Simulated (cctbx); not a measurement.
## Symmetry from intensities

Cell: a = 7.4140 Å, b = 7.4140 Å, c = 4.0470 Å, α = 90.00°, β = 90.00°, γ = 120.00°. Expected content of the cell: Gd3 In3 Cu2 Fe1.

Simulated single-crystal data (cctbx): Mo Kα, λ = 0.71073 Å, to d = 0.84 Å, 50 % of the full sphere, strongest reflection 70000 counts, noise from counting, a 1.5 % proportional error and a noise floor of 15 counts (s.d.); no absorption.

A first pass over the reflections prints:

```text
633 reflections to d = 0.843 A
centring   violations  <I/sigma> of those
    A        307 of   326     37.9
    B        304 of   321     37.8
    C        267 of   291     37.4
    I        287 of   303     38.2
    R        411 of   436     37.5
    F        439 of   469     37.7
Laue class    unique    Rint  (classes that these axes allow; Friedel mates merged)
P -1              486   0.024
P 1 1 2/m         340   0.025
P -3              216   0.025
P -3 1 m          130   0.027
P -3 m 1          139   0.026
P 6/m             128   0.026
P 6/m m m          89   0.027
space group    extra absences  I>4sigma  <I/sigma>
P 6 2 2                 0          0         -  acentric
P 6 m m                 0          0         -  acentric
P -6 m 2                0          0         -  acentric
P -6 2 m                0          0         -  acentric
P 6/m m m               0          0         -  centric
Wilson B = 0.74 A^2   <|E^2-1|> = 0.599 (0.968 centric, 0.736 acentric)   E^2>4: 0.0 %
shell (A)         n   <I/sigma>
 6.42 - 1.60     20     59.5
 1.60 - 1.28     11     94.7
 1.28 - 1.12     13     66.1
 1.12 - 1.01     12     73.1
 1.01 - 0.94     11     53.7
 0.94 - 0.89     15     63.6
 0.89 - 0.84      7     57.6
```

Q: Read the symmetry from these tables.

Every centring test has many violations, so the lattice is primitive.

Rint stays low (0.024 to 0.027) up to P 6/m m m, the highest class in these axes.

5 settings pass the absence test. No glide or screw absences show, which leaves P 6 2 2, P 6 m m, P -6 m 2, P -6 2 m and P 6/m m m.

⟨|E²−1|⟩ = 0.599 leans to a non-centrosymmetric structure, or to twinning, which lowers it. The Wilson B of 0.74 Å² means U ≈ 0.0094 Å².

The true group is P-62m (no. 189), Laue class 6/mmm, non-centrosymmetric. The tables only narrow the choice to the tied entries; cell content, site symmetry and trial solutions must settle it.

The model is made up (kin elements in a known structure type, no relaxation), so it says nothing on whether the phase exists.

[Logs are printed without paths, hosts, clocks, repeated set-up lines and the standing remarks that a program may print on its own settings, such as how far it seeks lower states.]
